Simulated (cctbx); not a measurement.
**Accept or mend?**

Cell a = 5.4680 Å, b = 11.4420 Å, c = 6.1310 Å, α = 90.00°, β = 109.75°, γ = 90.00°; space group C2/c (no. 15). The compound is ZrP4.

Simulated single-crystal data (cctbx): Cu Kα, λ = 1.54184 Å, to d = 0.83 Å, 70 % of the full sphere, strongest reflection 20000 counts, noise from counting, a 1.5 % proportional error and a noise floor of 15 counts (s.d.); no absorption.

An anisotropic refinement with weights 1/σ² prints:

```text
Rint 0.019, 330 unique reflections to 0.83 A
cycle     R1     wR2    GooF  max shift (A)
   1  0.1195  0.2285   9.508   0.00418
   2  0.0346  0.0907   3.773   0.00001
final R1 0.0347 wR2 0.0907 GooF 3.773  parameters 23  data/parameter 14.3
atom        x        y        z      Ueq    occ   su(xyz)  su(Uiso or U11)
Ge1    0.00000  0.93455  0.75000   0.0013  1.000  0.00012  0.0005
P1     0.27510  0.90872  0.18474   0.0231  1.000  0.00046  0.0014
P2     0.27924  0.78017  0.69260   0.0286  1.000  0.00050  0.0015
difference map: max 1.31 min -1.12 rms 0.29
Q1    0.0000  0.0249  0.2500    4    1.37  0.46 A from Ge1
Q2    0.1325  0.4624  0.4135    8    0.67  1.10 A from P1
Q3    0.1135  0.4420  0.1255    8    0.61  1.18 A from P1
Q4    0.0593  0.0758  0.8861    8    0.59  1.74 A from P1
Q5    0.1555  0.1242  0.2600    8    0.58  1.07 A from Ge1
Q6    0.1005  0.0451  0.7544    8    0.54  1.28 A from P1
```

**Question.** Can this result stand? If not, what is the likely fault?

Mend it. The fault: wrong element: Ge1 is Zr. Against the right model at the same level, R1 goes from 0.0114 to 0.0347 and GooF from 0.91 to 3.77, U of Ge1 shrinks from 0.0097 to 0.0013 Å², U of P1 swells from 0.0139 to 0.0231 Å², U of P2 swells from 0.0195 to 0.0286 Å² and the top difference peak, 1.4 e/Å³, lies 0.46 Å from Ge1. Ge1 has 8 electrons too few and its U shrinks to make up, as expected.

The compound is ZrP4. The right model at the same level gives:

```text
Rint 0.019, 330 unique reflections to 0.83 A
cycle     R1     wR2    GooF  max shift (A)
   1  0.0210  0.0441   1.834   0.00130
   2  0.0114  0.0218   0.908   0.00000
final R1 0.0114 wR2 0.0218 GooF 0.908  parameters 23  data/parameter 14.3
atom        x        y        z      Ueq    occ   su(xyz)  su(Uiso or U11)
Zr1    0.00000  0.93459  0.75000   0.0097  1.000  0.00003  0.0001
P1     0.27453  0.90848  0.18473   0.0139  1.000  0.00011  0.0003
P2     0.27898  0.78010  0.69251   0.0195  1.000  0.00012  0.0004
difference map: max 0.49 min -0.65 rms 0.14
Q1    0.0000  0.2288  0.7500    4    0.52  1.28 A from P2
Q2    0.0000  0.0188  0.2500    4    0.48  0.53 A from Zr1
Q3    0.0258  0.5009  0.1798    8    0.45  1.55 A from P1
Q4    0.1464  0.4660  0.4147    8    0.44  1.08 A from P1
Q5    0.1722  0.0161  0.4239    8    0.42  1.29 A from Zr1
Q6    0.1183  0.2437  0.9813    8    0.40  1.32 A from P2
```

Isotropic U is held between 0.0001 and 1 Å² by the program, and listed peak heights are interpolated, so they can pass the grid's maximum.

The model is made up (kin elements in a known structure type, no relaxation), so it says nothing on whether the phase exists.

[Middle refinement cycles are left out of these outputs.]

[Logs are printed without paths, hosts, clocks, repeated set-up lines and the standing remarks that a program may print on its own settings, such as how far it seeks lower states.]
